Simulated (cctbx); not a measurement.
**Symmetry from intensities**

Cell: a = 4.0500 Å, b = 4.0500 Å, c = 6.9470 Å, α = 90.00°, β = 90.00°, γ = 120.00°. Expected content of the cell: Pb1 Si2 Al2.

Simulated single-crystal data (cctbx): Mo Kα, λ = 0.71073 Å, to d = 0.77 Å, 80 % of the full sphere, strongest reflection 20000 counts, noise from counting, a 1.5 % proportional error and a noise floor of 15 counts (s.d.); no absorption, some extinction.

A first pass over the reflections prints:

```text
704 reflections to d = 0.772 A
centring   violations  <I/sigma> of those
    A        355 of   355     46.5
    B        344 of   344     46.5
    C        337 of   337     46.7
    I        348 of   348     46.3
    R        451 of   451     44.6
    F        518 of   518     46.5
Laue class    unique    Rint  (classes that these axes allow; Friedel mates merged)
P -1              428   0.010
P 1 1 2/m         244   0.183
P -3              155   0.014
P -3 1 m           98   0.191
P -3 m 1          111   0.014
P 6/m              88   0.190
P 6/m m m          71   0.191
space group    extra absences  I>4sigma  <I/sigma>
P 3 2 1                 0          0         -  acentric
P 3 m 1                 0          0         -  acentric
P -3 m 1                0          0         -  centric
Wilson B = 0.28 A^2   <|E^2-1|> = 0.447 (0.968 centric, 0.736 acentric)   E^2>4: 0.0 %
shell (A)         n   <I/sigma>
 6.95 - 1.54     21    109.3
 1.54 - 1.22     14    118.8
 1.22 - 1.07     13    100.9
 1.07 - 0.97      9    113.4
 0.97 - 0.90     14    118.0
 0.90 - 0.85     16     96.7
 0.85 - 0.81      9     94.7
 0.81 - 0.77     15    104.8
```

**Question.** What are the lattice type, the Laue class and the likely space group?

Every centring test has many violations, so the lattice is primitive.

Rint stays low (0.010 to 0.014) up to P -3 m 1 and is 0.183 or more in the other classes.

3 settings pass the absence test. No glide or screw absences show, which leaves P 3 2 1, P 3 m 1 and P -3 m 1.

⟨|E²−1|⟩ = 0.447 leans to a non-centrosymmetric structure, or to twinning, which lowers it. Here that hint misleads: twinning lowers the statistic a little, and few, heavy or special-position atoms do the rest. The Wilson B of 0.28 Å² means U ≈ 0.0035 Å².

The true group is P-3m1 (no. 164), Laue class -3m, centrosymmetric. The tables only narrow the choice to the tied entries; cell content, site symmetry and trial solutions must settle it.

The crystal is twinned by the law (0 -1 0 -1 0 0 0 0 -1) with a minor fraction of 0.05; Rint in the higher class falls towards the noise as the fraction nears 1/2.

This is a model crystal, built by substitution and not relaxed, with assumed displacement parameters.

[Logs are printed without paths, hosts, clocks, repeated set-up lines and the standing remarks that a program may print on its own settings, such as how far it seeks lower states.]
